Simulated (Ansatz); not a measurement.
# Where Br_i (4-fold void) puts its levels in the gap of Rb2BaBr4 (I-42d)

Wanted: the transition levels of a self-interstitial in Rb2BaBr4 (I-42d), from a cell of 56 host atoms with 1 Br put in.

Main program and level: Ansatz 0.2.0; place-levels on PBEsol runs: charge-transition levels and formation energies with image-charge correction and potential alignment at the atomic sites.

## (1) Set-up

The cell holds 57 atoms: 16 Rb, 8 Ba and 33 Br. Cell: a = 14.042 Å, b = 14.042 Å, c = 13.931 Å, α = 60.3°, β = 60.3°, γ = 59.5°. It derives from Rb2BaBr4 (space group I-42d). Nearest the centre at fractional (0.239, 0.251, 0.269): Br57 at 0.00 Å, Rb5 at 2.74 Å, Br37 at 2.77 Å, Br34 at 2.77 Å, Br46 at 2.77 Å, Rb9 at 3.02 Å, Rb14 at 3.05 Å, Br42 at 3.05 Å.

Screening for the image-charge correction: ε∞ = (3.23, 3.23, 3.20), ε0 = (7.71, 7.71, 9.34), from a response run on this crystal (DFPT, PBEsol) at that run's own cell.

The cell's shortest repeat is 13.9 Å.

## (2) Charge states

Levels follow from differences of total energies between charge states, each relaxed by itself.

Each atom starts 0.05 Å or so off its site in a random direction. Forces are taken at one point at (¼, ¼, ¼). The cell holds 1 electron more than the neutral one, with a uniform background that keeps it neutral on the whole.

The sampling was tested on the host first: at the k-points planned (1x1x1 shifted 0.25 0.25 0.25) its energy lies 0.001 eV an atom from the dense-mesh value, under the bound of 0.02 eV set for this test; that bounds the host's error, not the defect's.

One of the inputs; charge, spin and start change from state to state.

File qm1.relax/input.yaml:

```yaml
crystal:
  lattice:
    - [0.0, 9.85069233, 10.00714096]
    - [9.85069233, 0.0, 10.00714096]
    - [9.85069233, 9.85069233, 0.0]
  atoms:
    - { symbol: Rb, position: [0.00523679, 0.86976321, 0.88023679] }
    - { symbol: Rb, position: [0.25523679, 0.11976321, 0.13023679] }
[... 2 atom lines left out ...]
    - { symbol: Rb, position: [0.11976321, 0.25523679, 0.49476321] }
[... 3 atom lines left out ...]
    - { symbol: Rb, position: [0.13023679, 0.49476321, 0.11976321] }
[... 4 atom lines left out ...]
    - { symbol: Rb, position: [0.49476321, 0.13023679, 0.25523679] }
[... 2 atom lines left out ...]
    - { symbol: Ba, position: [0.125, 0.625, 0.375] }
    - { symbol: Ba, position: [0.375, 0.875, 0.625] }
[... 1 atom line left out ...]
    - { symbol: Ba, position: [0.875, 0.375, 0.125] }
    - { symbol: Ba, position: [0.0, 0.0, 0.5] }
[... 1 atom line left out ...]
    - { symbol: Ba, position: [0.5, 0.5, 0.0] }
[... 4 atom lines left out ...]
    - { symbol: Br, position: [0.92499158, 0.53471653, 0.3950665] }
[... 2 atom lines left out ...]
    - { symbol: Br, position: [0.53471653, 0.92499158, 0.1452254] }
[... 2 atom lines left out ...]
    - { symbol: Br, position: [0.2702254, 0.0200665, 0.40971653] }
[... 2 atom lines left out ...]
    - { symbol: Br, position: [0.0200665, 0.2702254, 0.29999158] }
[... 4 atom lines left out ...]
    - { symbol: Br, position: [0.40971653, 0.29999158, 0.0200665] }
[... 3 atom lines left out ...]
    - { symbol: Br, position: [0.29999158, 0.40971653, 0.2702254] }
[... 2 atom lines left out ...]
    - { symbol: Br, position: [0.1450665, 0.8952254, 0.28471653] }
    - { symbol: Br, position: [0.3950665, 0.1452254, 0.53471653] }
[... 2 atom lines left out ...]
    - { symbol: Br, position: [0.1452254, 0.3950665, 0.92499158] }
[... 2 atom lines left out ...]
    - { symbol: Br, position: [0.8952254, 0.1450665, 0.67499158] }
    - { symbol: Br, position: [0.238686, 0.251342, 0.269242] }
  host:
    repeats: [1, 1, 1]
    atoms:
      - { symbol: Rb, position: [0.00523679, 0.86976321, 0.88023679] }
      - { symbol: Rb, position: [0.25523679, 0.11976321, 0.13023679] }
      # ... 54 more atoms of the perfect host
total_charge: -1
basis:
  ecutwfc: 420
  xc_grid: 2
hamiltonian:
  xc: pbesol
kpoints:
  mp_grid: { grid: [1, 1, 1], shift: [0.25, 0.25, 0.25] }
scf:
  occupations: { method: fixed }
  max_iter: 60
output:
  forces: true
  charged_corrections:
    epsilon: [3.23, 3.23, 3.2]
    static_epsilon: [7.71, 7.71, 9.34]
    defect_position: [0.238686, 0.251342, 0.269242]
relax:
  f_tol: 0.02
  max_steps: 80
  random_displacement: { amplitude: 0.05, seed: 4198 }
checkpoint:
  write: "../qm1.relax.run"
  compress: false
  write_wavefunctions: true
  write_every: 100000
```

Run with:

```bash
$ ansatz run input.yaml --threads 4 --pin off --max-ram 15073MiB --backend cpu --events-out ev --progress --plain --runs-dir out
```

Defect states can disperse in a cell of this size, so the energy is taken again at a 2×2×2 shifted mesh, on the relaxed structure.

The run of this state that the levels use, under PBEsol:

File qm1.point/input.yaml:

```yaml
crystal:
  checkpoint: "../qm1.relax.run"
  host: checkpoint
total_charge: -1
basis:
  ecutwfc: 420
  xc_grid: 2
hamiltonian:
  xc: pbesol
kpoints:
  mp_grid: { grid: [2, 2, 2], shift: [0.5, 0.5, 0.5] }
scf:
  occupations: { method: fermi_dirac, width: 0.01 }
  max_iter: 60
output:
  forces: true
  eigenvalues: true
  charged_corrections:
    epsilon: [3.23, 3.23, 3.2]
    static_epsilon: [7.71, 7.71, 9.34]
    defect_position: [0.238686, 0.251342, 0.269242]
  eigenstates: { localisation: true }
  populations: true
  band_densities: [{ bands: [v1, v1] }, { bands: [c1, c1] }]
  write_density: true
  write_potential: true
  volumetric_format: npy
checkpoint:
  read: "../qm1.relax.run"
  write: "../qm1.point.run"
  compress: false
  write_wavefunctions: false
  write_every: 100000
```

Relaxations under PBEsol at one point at (¼, ¼, ¼); times on 4 threads of Arm Neoverse V1, shared host:

| charge | moment (μB) | occupations | outcome | steps | largest displacement against the far atoms (Å) | time |
| --- | --- | --- | --- | --- | --- | --- |
| −1 | 0 | fixed | converged | 6 | 0.52 | 2.2 min |
| 0 | 1 | fixed | converged | 15 | 0.52 | 13 min |
| +1 | 0 | fixed | converged | 12 | 0.90 | 4.9 min |

Single points under PBEsol at a 2×2×2 shifted mesh; times on 4 threads of Arm Neoverse V1, shared host:

| charge | moment (μB) | occupations | outcome | time |
| --- | --- | --- | --- | --- |
| −1 | 0 | fermi-dirac | converged | 3.1 min |
| 0 | 1 | fermi-dirac | converged | 6.7 min |
| +1 | 0 | fermi-dirac | converged | 3.1 min |

Distances (Å) from Br57 to the nearest atoms after relaxation with PBEsol:

| charge | moment (μB) | 1. | 2. | 3. | 4. | 5. | 6. |
| --- | --- | --- | --- | --- | --- | --- | --- |
| −1 | 0 | Rb 3.08 | Rb 3.08 | Rb 3.08 | Rb 3.08 | Br 3.32 | Br 3.32 |
| 0 | 1 | Br 2.91 | Br 3.00 | Rb 3.07 | Rb 3.10 | Rb 3.29 | Rb 3.39 |
| +1 | 0 | Br 2.53 | Br 2.65 | Rb 3.11 | Rb 3.13 | Rb 3.53 | Br 3.55 |

## (3) place-levels, PBEsol

A charged cell interacts with its images and the background, and its potential has another zero than the host's. place-levels removes the first by a point-charge model, screened by the static dielectric constant since the ions have relaxed around the charge, and the second by comparing potentials at atoms far from the defect.

The host is a run of the defect-free crystal in the same cutoffs, grids and k-points, so that basis and sampling errors cancel in part in the differences. Its band edges come from a run of the primitive cell that searches the zone for them. Chemical potentials are energies per atom of Br (solid Br2 (Cmce)), run with the same functional and cutoff.

File levels.point.yaml:

```yaml
host:
  run: host.point.run
  levels_from: { run: edges.point.run }
states: [qm1.point.run, q0_M1.point.run, qp1.point.run]
geometry_from:
  qm1.point.run: qm1.relax.run
  q0_M1.point.run: q0_M1.relax.run
  qp1.point.run: qp1.relax.run
  host.point.run: host.relax.run
chemical_potentials:
  Br:
    energy: -2736.47272
    dataset: "<sha256 of the dataset>"
epsilon: [3.23, 3.23, 3.2]
static_epsilon: [7.71, 7.71, 9.34]
vertical:
  - { from: qm1.point.run, to: qm1.point_neutral.run }
  - { from: qp1.point.run, to: qp1.point_neutral.run }
```

Run with:

```bash
$ ansatz place-levels levels.point.yaml -- --threads 4 --pin off --max-ram 15073MiB
```

Numbers of over 12 decimals in the logs are rounded to 6 here.

Log:

```text
[... repeated set-up lines and file paths are left out, and long positions are rounded to six places ...]
(+1/0) 1.295 eV above the valence edge, 2.966 eV under the conduction edge
(0/-1) 1.628 eV above the valence edge, 2.633 eV under the conduction edge
formation energy of charge +1: +0.040 eV with the Fermi level at the valence edge
formation energy of charge 0: +1.335 eV with the Fermi level at the valence edge
formation energy of charge -1: +2.963 eV with the Fermi level at the valence edge
vertical -1 to 0: no energy, since no alignment is typed
  the change from vertical[0].from (qm1.point.run) to vertical[0].to (qm1.point_neutral.run): by its potential at epsilon [3.23, 3.23, 3.2] it stands at 0.273 0.275 0.275, with an rms radius of about 3.2 Å (1.9 1.9 1.9 Å across the planes of the cell's [...]
vertical +1 to 0: no energy, since no alignment is typed
  the change from vertical[1].from (qp1.point.run) to vertical[1].to (qp1.point_neutral.run): by its potential at epsilon [3.23, 3.23, 3.2] it stands at 0.285 0.294 0.313, with an rms radius of about 3.3 Å (0.0 3.1 1.1 Å across the planes of the cell's [...]
  edges by pbesol of host.levels_from (edges.point.run), its mesh sampled to repeats of 34.31 Å (the valence edge +0.025 eV and the conduction edge -0.221 eV from those of the host's own run), gap 4.260 eV; the host is sampled to repeats of 27.86 Å
  the defect's cells are sampled to repeats of 27.86 Å, like sampling
  charge +1: -188788.9327 eV with its correction of +0.312 eV, at epsilon [7.71, 7.71, 9.34], aligned at sites: +0.1097 eV, mean over 15 atomic sites at or beyond 6.97 Å from the defect at [0.2387, 0.2513, 0.2692], with +0.000000 for the charge's moments and [...]
  charge 0: +0.000 eV for its dipole among its images, +0.000 omitted
  charge -1: -188779.7851 eV with its correction of +0.061 eV, at epsilon [7.71, 7.71, 9.34], aligned at sites: +0.1419 eV, mean over 15 atomic sites at or beyond 6.97 Å from the defect at [0.2387, 0.2513, 0.2692], with +0.009130 for the charge's moments and [...]
  of states[2] (qp1.point.run): it parts from the run at its places by a charge that spreads by about 3.1 Å along one vector (2 Å or more is wide), by its potential at epsilon [3.23, 3.23, 3.2], taken for that of held ions (one typed too small widens it), [...]
  of states[1] (q0_M1.point.run): its displacements don't fall off away from the defect: farther atoms stand 0.074 Å off the host's places. [...]
  of states[0] (qm1.point.run): its displacements don't fall off away from the defect: farther atoms stand 0.063 Å off the host's places. [...]
  of vertical[0].from (qm1.point.run): its displacements don't fall off away from the defect: farther atoms stand 0.063 Å off the host's places. [...]
  of vertical[0].to (qm1.point_neutral.run): its displacements don't fall off away from the defect: farther atoms stand 0.063 Å off the host's places. [...]
  of vertical[1].from (qp1.point.run): its displacements don't fall off away from the defect: farther atoms stand 0.084 Å off the host's places. [...]
  of vertical[1].to (qp1.point_neutral.run): its displacements don't fall off away from the defect: farther atoms stand 0.084 Å off the host's places. [...]
```

It took 0.38 s on 4 threads of Arm Neoverse V1, shared host.

Under PBEsol the gap is 4.26 eV, (+1/0) 1.29, (0/−1) 1.63 eV.

Levels between the charges placed, in eV above the valence top:

|  | gap (eV) | (+1/0) | (0/−1) |
| --- | --- | --- | --- |
| PBEsol | 4.26 | 1.29 | 1.63 |

Corrections by state:

| charge | moment (μB) | image terms and alignment (eV) | band filling (eV) | ε used | over the lowest of its charge, as the program ranks them, band filling apart (eV) |
| --- | --- | --- | --- | --- | --- |
| +1 | 0.0 | 0.312 | - | principal values (7.71, 7.71, 9.34) | 0.000 |
| 0 | 1.0 | 0.000 | - | - | 0.000 |
| −1 | 0.0 | 0.061 | - | principal values (7.71, 7.71, 9.34) | 0.000 |

The charged structures listed were also run neutral, and place-levels reads from each pair, by the potential or the spins, how wide the charge is by which they differ; that can be the carrier of either run.

| charge | rms radius (Å) | spread where it is widest against the cell (Å) | wide from (Å) | reading |
| --- | --- | --- | --- | --- |
| +1 | 3.3 | 3.08 | 1.98 | wide |
| −1 | 3.2 | 1.88 | 1.98 | narrow |

The neutral runs of these pairs need not share the spin of the lowest neutral state, and very wide values only mean spread over the cell.

From the program's caveats on the states, each cut to its opening words:

- charge +1: it parts from the run at its places by a charge that spreads by about 3.1 Å along one vector (2 Å or more is wide), by its potential at epsilon [3.23, 3.23, [...]
- charge +1: its displacements don't fall off away from the defect: farther atoms stand 0.084 Å off the host's places
- charge 0 (1 μB): its displacements don't fall off away from the defect: farther atoms stand 0.074 Å off the host's places
- charge 0 (1 μB): flagged: stability check not made
- charge −1: its displacements don't fall off away from the defect: farther atoms stand 0.063 Å off the host's places

Chemical potentials of the elements' reference phases, run alike. Formation energy by charge state (elemental references; gap 4.26 eV):

| charge | at valence top (eV) | at conduction bottom (eV) | correction included (eV) |
| --- | --- | --- | --- |
| +1 | 0.04 | 4.30 | 0.31 |
| 0 | 1.33 | 1.33 | 0.00 |
| −1 | 2.96 | -1.30 | 0.06 |

Fermi level (eV), lowest formation energy (eV) and a bar from the least value:
```
     0.00       0.04 ###############
     0.39       0.43 ####################
     0.77       0.81 ########################
     1.16       1.20 ############################
     1.55       1.33 ##############################
     1.93       1.03 ##########################
     2.33       0.64 ######################
     2.71       0.25 ##################
     3.10      -0.14 #############
     3.49      -0.52 #########
     3.87      -0.91 ####
     4.26      -1.30
```

## (4) The same at the relaxations' own k-points

The relaxations' own energies give the levels at their sampling, for comparison.

File levels.relax_mesh.yaml:

```yaml
host:
  run: host.relax.run
  levels_from: { run: edges.relax.run }
states: [qm1.relax.run, q0_M1.relax.run, qp1.relax.run]
chemical_potentials:
  Br:
    energy: -2736.47272
    dataset: "<sha256 of the dataset>"
```

Run with:

```bash
$ ansatz place-levels levels.relax_mesh.yaml -- --threads 4 --pin off --max-ram 15073MiB
```

Log:

```text
(+1/0) 1.299 eV above the valence edge, 2.962 eV under the conduction edge
(0/-1) 1.630 eV above the valence edge, 2.631 eV under the conduction edge
formation energy of charge +1: +0.035 eV with the Fermi level at the valence edge
formation energy of charge 0: +1.334 eV with the Fermi level at the valence edge
formation energy of charge -1: +2.964 eV with the Fermi level at the valence edge
  edges by pbesol of host.levels_from (edges.relax.run), its mesh sampled to repeats of 34.31 Å (the valence edge +0.024 eV and the conduction edge -0.221 eV from those of the host's own run), gap 4.260 eV; the host is sampled to repeats of 13.93 Å
[... the lines on each state left out ...]
```

Wall time 0.14 s (4 threads).

Levels between neighbouring charges, in eV above the valence top:

|  | gap (eV) | (+1/0) | (0/−1) |
| --- | --- | --- | --- |
| one point at (¼, ¼, ¼) | 4.26 | 1.30 | 1.63 |
| a 2×2×2 shifted mesh | 4.26 | 1.29 | 1.63 |

Going from one point at (¼, ¼, ¼) to a 2×2×2 shifted mesh moves the levels that carry no band-filling term by up to 0.00 eV and formation energies against the elements by up to 0.01 eV.

## (5) Placing the levels, r2SCAN

r2SCAN on the same structure is run to see how far the result rests on the functional, though not on the errors that semilocal functionals share; the sampling changes too, to one point at (¼, ¼, ¼), so differences hold both changes.

File qm1.r2scan/input.yaml:

```yaml
crystal:
  checkpoint: "../qm1.relax.run"
  host: checkpoint
total_charge: -1
basis:
  ecutwfc: 500
  xc_grid: 2
hamiltonian:
  xc: r2scan
kpoints:
  mp_grid: { grid: [1, 1, 1], shift: [0.25, 0.25, 0.25] }
scf:
  occupations: { method: fermi_dirac, width: 0.01 }
  max_iter: 60
output:
  forces: true
  eigenvalues: true
  charged_corrections:
    epsilon: [3.23, 3.23, 3.2]
    static_epsilon: [7.71, 7.71, 9.34]
    defect_position: [0.238686, 0.251342, 0.269242]
checkpoint:
  write: "../qm1.r2scan.run"
  compress: false
  write_wavefunctions: false
  write_every: 100000
```

It took 69 s on 4 threads; peak memory 4.3 GiB.

File levels.r2scan.yaml:

```yaml
host:
  run: host.r2scan.run
  levels_from: { run: edges.r2scan.run }
states: [qm1.r2scan.run, q0_M1.r2scan.run, qp1.r2scan.run]
geometry_from:
  qm1.r2scan.run: qm1.relax.run
  q0_M1.r2scan.run: q0_M1.relax.run
  qp1.r2scan.run: qp1.relax.run
  host.r2scan.run: host.relax.run
chemical_potentials:
  Br:
    energy: -2792.85859
    dataset: "<sha256 of the dataset>"
```

Run with:

```bash
$ ansatz place-levels levels.r2scan.yaml -- --threads 4 --pin off --max-ram 15073MiB
```

Log:

```text
(+1/0) 1.282 eV above the valence edge, 3.880 eV under the conduction edge
(0/-1) 1.829 eV above the valence edge, 3.332 eV under the conduction edge
formation energy of charge +1: +0.419 eV with the Fermi level at the valence edge
formation energy of charge 0: +1.701 eV with the Fermi level at the valence edge
formation energy of charge -1: +3.530 eV with the Fermi level at the valence edge
  edges by r2scan of host.levels_from (edges.r2scan.run), its mesh sampled to repeats of 34.31 Å (the valence edge +0.023 eV and the conduction edge -0.209 eV from those of the host's own run), gap 5.162 eV; the host is sampled to repeats of 13.93 Å
[... the lines on each state left out ...]
```

The job ended after 0.22 s (4 threads).

Under r2SCAN the gap is 5.16 eV, (+1/0) 1.28, (0/−1) 1.83 eV.

## (6) What a wrong or other choice does

A choice is tested by changing it alone.

levels.try0.yaml is levels.point.yaml with these lines changed:

```diff
-epsilon: [3.23, 3.23, 3.2]
-static_epsilon: [7.71, 7.71, 9.34]
+epsilon: 4.28
+static_epsilon: 10.93
```

Run with:

```bash
$ ansatz place-levels levels.try0.yaml -- --threads 4 --pin off --max-ram 15073MiB
```

Log:

```text
(+1/0) 1.327 eV above the valence edge, 2.933 eV under the conduction edge
(0/-1) 1.608 eV above the valence edge, 2.653 eV under the conduction edge
formation energy of charge +1: +0.008 eV with the Fermi level at the valence edge
formation energy of charge 0: +1.335 eV with the Fermi level at the valence edge
formation energy of charge -1: +2.943 eV with the Fermi level at the valence edge
vertical -1 to 0: no energy, since no alignment is typed
vertical +1 to 0: no energy, since no alignment is typed
[...]
[... the lines on each state left out ...]
```

The change: single dielectric constants in place of the tensors, a third over their means.

Levels in eV above the valence top; the changed ones are not the defect's:

|  | gap (eV) | (+1/0) | (0/−1) |
| --- | --- | --- | --- |
| changed | 4.26 | 1.33 | 1.61 |
| as set up | 4.26 | 1.29 | 1.63 |

The largest shift is 0.03 eV.

## (7) Side by side

Levels between neighbouring charges, in eV above each run's own valence top:

|  | gap (eV) | (+1/0) | (0/−1) | CPU time a state at this stage (restarts are quicker than cold starts) |
| --- | --- | --- | --- | --- |
| PBEsol, 2×2×2 shifted mesh | 4.26 | 1.29 | 1.63 | 16 min |
| r2SCAN on PBEsol structures, (¼, ¼, ¼) | 5.16 | 1.28 | 1.83 | 8.2 min |

## (8) Summary of results

| Item | Value |
| --- | --- |
| gap of the host | 4.26 eV (PBEsol) |
| level (plus 1/0) | 1.29 eV above the valence top |
| level (0/minus 1) | 1.63 eV above the valence top |
| lowest of the charges placed, just above the valence top (0.02 eV) | +1 |
| lowest of the charges placed, just below the conduction bottom (0.02 eV) | −1 |
| lowest formation energy at mid-gap of the charges run, elemental references | 0.83 eV |

Of the charges placed (−1, 0 and +1), the lowest changes at 1.29 eV (+1/0) and 1.63 eV (0/−1) above the valence top, in a gap of 4.26 eV. Charges above +1 and below −1 were not placed, so these runs say nothing of levels that involve them. States placed: +1 at 0 μB; 0 at 1 μB; −1 at 0 μB. Other spin states or structures, where not listed, weren't placed. At charge +1 the atom put in ends up to 0.9 Å from its starting place, so the name tells the start alone and the levels can join different sites. Going from one point at (¼, ¼, ¼) to a 2×2×2 shifted mesh moves the levels that carry no band-filling term by up to 0.00 eV and formation energies against the elements by up to 0.01 eV. Limits: PBEsol makes the gap too small and tends to spread out bound carriers; spin–orbit coupling, which can matter with heavy atoms, is left out.

[Logs are printed without paths, hosts, clocks, repeated set-up lines and the standing remarks that a program may print on its own settings, such as how far it seeks lower states.]

[Hosts, paths, dates, database ids (printed as entryN), source tags and the programs' standing remarks are cut or masked in the printed files.]

[Where a table of states has a column of steps, it counts the stored structures, which are thinned; the runs took as many ionic steps or more.]

[A defect's name tells the site on which it was built; relaxed atoms can leave that site.]

[For some hosts the program warned that the k-mesh of the response run may be too coarse for force constants and the static dielectric constant; such warnings are not shown here.]
